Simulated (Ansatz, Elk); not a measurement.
**YSCl: X-ray structure factors from the self-consistent density**

Structure refinements treat a crystal as free atoms side by side. For a made-up structure of YSCl (cell and positions from a PBE relaxation) the runs below show what the calculated density changes in F(hkl).

Program: Elk 11.2.3 (patched build). Level of theory: DFT, PBE, all-electron APW+lo, Dirac cores, scalar-relativistic bands, static density, no spin. Results are calculated unless marked as measured.

This account leaves out most program logs.

The structure was built from a prototype and need not be the compound's stable phase.

## (1) The starting structure

It takes space group R-3m (No. 166, trigonal). Conventional cell: a = 4.393 Å, b = 4.393 Å, c = 29.832 Å, α = 90.00°, β = 90.00°, γ = 120.00°. Nearest to Y lie 4 S at 2.67 to 2.83 Å and 3 Cl at 2.96 Å. Cl has 3 Y at 2.96 Å nearest. S has 4 Y at 2.67 to 2.83 Å nearest. Farther neighbours and most contacts between anions are not listed.

## (2) Ground state and structure factors

An all-electron density is needed, since X-rays see the cores too. Task 0 finds the density and task 195 Fourier-transforms it; tshift is off so that phases refer to the origin typed.

The input, elk.in:

```
tasks
  0
  195

xctype
  20

spinpol
  .false.

rgkmax
  7.0

gmaxvr
  14.0

lmaxo
  7

lmaxapw
  8

swidth
  0.002

tshift
  .false.

ramdisk
  .false.

hmaxvr
  5.5

maxscl
  120

epspot
  1e-06

sppath
  './'

avec
  4.15077247917 2.39644960860 18.79125843526
  -4.15077247917 2.39644960860 18.79125843526
  -0.00000000000 -4.79289921597 18.79125843541

atoms
  3
  'Y.in'
  2
  0.7722117426 0.7722117426 0.7722117426   0.000000 0.000000 0.000000
  0.2277882574 0.2277882574 0.2277882574   0.000000 0.000000 0.000000
  'Cl.in'
  2
  0.6121435299 0.6121435299 0.6121435299   0.000000 0.000000 0.000000
  0.3878564701 0.3878564701 0.3878564701   0.000000 0.000000 0.000000
  'S.in'
  2
  0.8669110424 0.8669110424 0.8669110424   0.000000 0.000000 0.000000
  0.1330889576 0.1330889576 0.1330889576   0.000000 0.000000 0.000000

ngridk
  6 6 6
```

The run is started by

```console
> OMP_NUM_THREADS=4 elk
```

Run time: 2 min. Hardware: 4 threads of Arm Neoverse N1, shared host; peak memory 0.41 GiB.

SFACRHO.OUT:

```text

h k l indices transformed by vhmat matrix:
   1.000000000       0.000000000       0.000000000    
   0.000000000       1.000000000       0.000000000    
   0.000000000       0.000000000       1.000000000    

      h      k      l  multipl.   |H|            Re(F)            Im(F)           |F|

      0      0      0      1   0.0000000       144.00000      0.58704096E-15   144.00000    
     -1     -1     -1      2  0.33436746      -38.815796     -0.24318938E-13   38.815796    
      2      2      2      2  0.66873492      -53.010835      0.13424054E-12   53.010835    
     -1      0      0      6  0.88103581       5.5811987      0.97275754E-15   5.5811987    
      1      1      0      6  0.90193753      -62.651696      0.44746847E-13   62.651696    
     -1     -1     -2      6  0.98110147       4.2634679      0.10821928E-12   4.2634679    
     -3     -3     -3      2   1.0031024       43.653404      0.19649702E-12   43.653404    
     -2     -2     -1      6   1.0365142       54.377955      0.11575815E-12   54.377955    
     -3     -2     -2      6   1.1715371      -36.312035     -0.24464852E-12   36.312035    
     -2     -3     -3      6   1.2485333       68.594082      0.34046514E-13   68.594082    
      4      4      4      2   1.3374698      -38.182082     -0.32100999E-13   38.182082    
     -3     -3     -4      6   1.4163480      -4.0629170     -0.97275754E-15   4.0629170    
     -4     -4     -3      6   1.5056268      -81.885486     -0.17460998E-12   81.885486    
     -1      1      0      6   1.5137388       102.20051      0.11521571E-16   102.20051    
     -2      0     -1     12   1.5502280      -28.962682     -0.21400666E-13   28.962682    
     -2     -1     -3     12   1.6548751      -42.138822     -0.10894884E-12   42.138822    
     -5     -5     -5      2   1.6718373      -20.803757     -0.45822960E-12   20.803757    
      4      4      5      6   1.6920955       72.743779     -0.30544587E-12   72.743779
```

Elk indexes on the primitive cell of elk.in and gives |H| = 4π sin θ/λ in inverse bohr. Below, one row stands for each form hkl of the conventional cell (m members, Friedel mates merged), F is for one primitive cell and the density is static (no thermal factor). Free-atom factors are Waasmaier and Kirfel's, and R is Σm||F|−|F'||/Σm|F|.

```
   hkl   m  sin θ/λ (Å⁻¹)  abs F, DFT  neutral atoms   diff.
   003   2          0.050      38.816         38.656  +0.160
   006   2          0.101      53.011         52.983  +0.028
   101   6          0.133       5.581          5.389  +0.192
   012   6          0.136      62.652         62.654  -0.003
   104   6          0.147       4.263          5.241  -0.977
   009   2          0.151      43.653         43.464  +0.189
   015   6          0.156      54.378         54.221  +0.157
   107   6          0.176      36.312         36.671  -0.359
   018   6          0.188      68.594         68.137  +0.457
0 0 12   2          0.201      38.182         38.043  +0.139
1 0 10   6          0.213       4.063          4.186  -0.123
0 1 11   6          0.226      81.885         81.644  +0.241
   110   6          0.228     102.201        102.148  +0.053
   113  12          0.233      28.963         28.924  +0.039
   116  12          0.249      42.139         42.189  -0.050
0 0 15   2          0.251      20.804         20.740  +0.064
1 0 13   6          0.255      72.744         72.845  -0.101
   021   6          0.263       4.907          5.002  -0.095
   202   6          0.265      52.079         52.257  -0.178
0 1 14   6          0.269      14.563         14.751  -0.187
   024   6          0.271       9.277          8.978  +0.299
   119  12          0.273      38.263         38.326  -0.063
```

## (3) The highest occupied states alone

An energy window below the Fermi level keeps the highest occupied states, to see at which angles they scatter; shallow core shells can lie inside it and anion s states outside. No new self-consistency is needed.

Edit elk.in of step 2 so:

```diff
@@ -1,3 +1,2 @@
 tasks
-  0
   195
@@ -40,2 +39,5 @@
 
+wsfac
+  -0.310220 0.430770
+
 sppath
```

The run is started by

```console
> OMP_NUM_THREADS=4 elk
```

Elapsed: 35 s, on 4 threads; peak memory 0.28 GiB; 39 s of CPU time.

States within 12 eV below the Fermi level hold 26.11 electrons; any levels below the window count with the cores, and a count that is not whole means the window cuts a band. Their amplitudes can exceed the total, where window and core parts have opposite phase:

```
   hkl  sin θ/λ (Å⁻¹)  abs F, window  abs F, all
   003          0.050          4.556      38.816
   006          0.101          2.562      53.011
   101          0.133          0.503       5.581
   012          0.136          0.406      62.652
   104          0.147         10.457       4.263
   009          0.151          2.916      43.653
   015          0.156          2.765      54.378
   107          0.176          2.414      36.312
   018          0.188          6.527      68.594
0 0 12          0.201          4.403      38.182
```

## (4) Another functional

The difference from free atoms is small, so it is set against the change that LDA (Perdew-Wang) makes.

Edit elk.in of step 3 so:

```diff
@@ -1,2 +1,3 @@
 tasks
+  0
   195
@@ -4,3 +5,3 @@
 xctype
-  20
+  3
 
@@ -39,5 +40,2 @@
 
-wsfac
-  -0.310220 0.430770
-
 sppath
```

The run is started by

```console
> OMP_NUM_THREADS=4 elk
```

The job ended after 85 s (4 threads; peak memory 0.37 GiB).

Against the first run R = 0.05 %; the largest change is +0.101 at 104.

## (5) A coarser k-mesh

About half the k-points along each axis test the sampling.

Edit elk.in of step 4 so:

```diff
@@ -5,3 +5,3 @@
 xctype
-  3
+  20
 
@@ -64,2 +64,2 @@
 ngridk
-  6 6 6
+  3 3 3
```

The run is started by

```console
> OMP_NUM_THREADS=4 elk
```

Wall time 82 s (4 threads); peak memory 0.45 GiB; 1.9 min of CPU time.

Against the first run R = 0.00 %; the largest change is +0.002 at 1 0 13.

## (6) Settings against the effect

```
              run  R against the first run (%)  R against neutral atoms, low angle (%)  wall time
    PBE, rgkmax 7                         0.00                                    0.45      2 min
LDA (Perdew-Wang)                         0.05                                    0.42       85 s
     k-mesh 3×3×3                         0.00                                    0.45       82 s
```

## (7) Results

| Property | Result |
| --- | --- |
| R against neutral atoms, sin θ/λ < 0.3 Å⁻¹ | 0.45 % |
| R against neutral atoms, 0.3 to 0.60 Å⁻¹ | 0.23 % |

Independent neutral atoms miss the calculated amplitudes by R = 0.45 % below 0.3 Å⁻¹ and 0.23 % from there to 0.60 Å⁻¹; by shells, 1.20 % below 0.15 Å⁻¹ (5 forms), 0.36 % 0.15 to 0.3 (21 forms), 0.30 % 0.3 to 0.45 (42 forms), 0.19 % above 0.45 (81 forms). Bonding, aspherical density and the tables' own atoms all enter these figures, and the runs don't part them. The largest change of an amplitude is -0.98 electrons, at 104. Weak lines can change much in proportion: 104 goes from 5.24 to 4.26. The window's part falls from 26.1 electrons at the origin to at most 0.42 between 0.45 and 0.60 Å⁻¹. Below 0.3 Å⁻¹ the changes that finished (LDA (Perdew-Wang) and k-mesh 3×3×3) move F by R = 0.05 % at most, against the 0.45 % that separates it from free atoms. The basis has no finished test. Part of the difference isn't bonding: the tables are fits to free atoms and ions calculated by other methods than this functional. Thermal motion, anomalous dispersion and extinction are left out.

[Logs are printed without paths, hosts, clocks, repeated set-up lines and the standing remarks that a program may print on its own settings, such as how far it seeks lower states.]

[Hosts, paths, dates, database ids (printed as entryN), source tags and the programs' standing remarks are cut or masked in the printed files.]
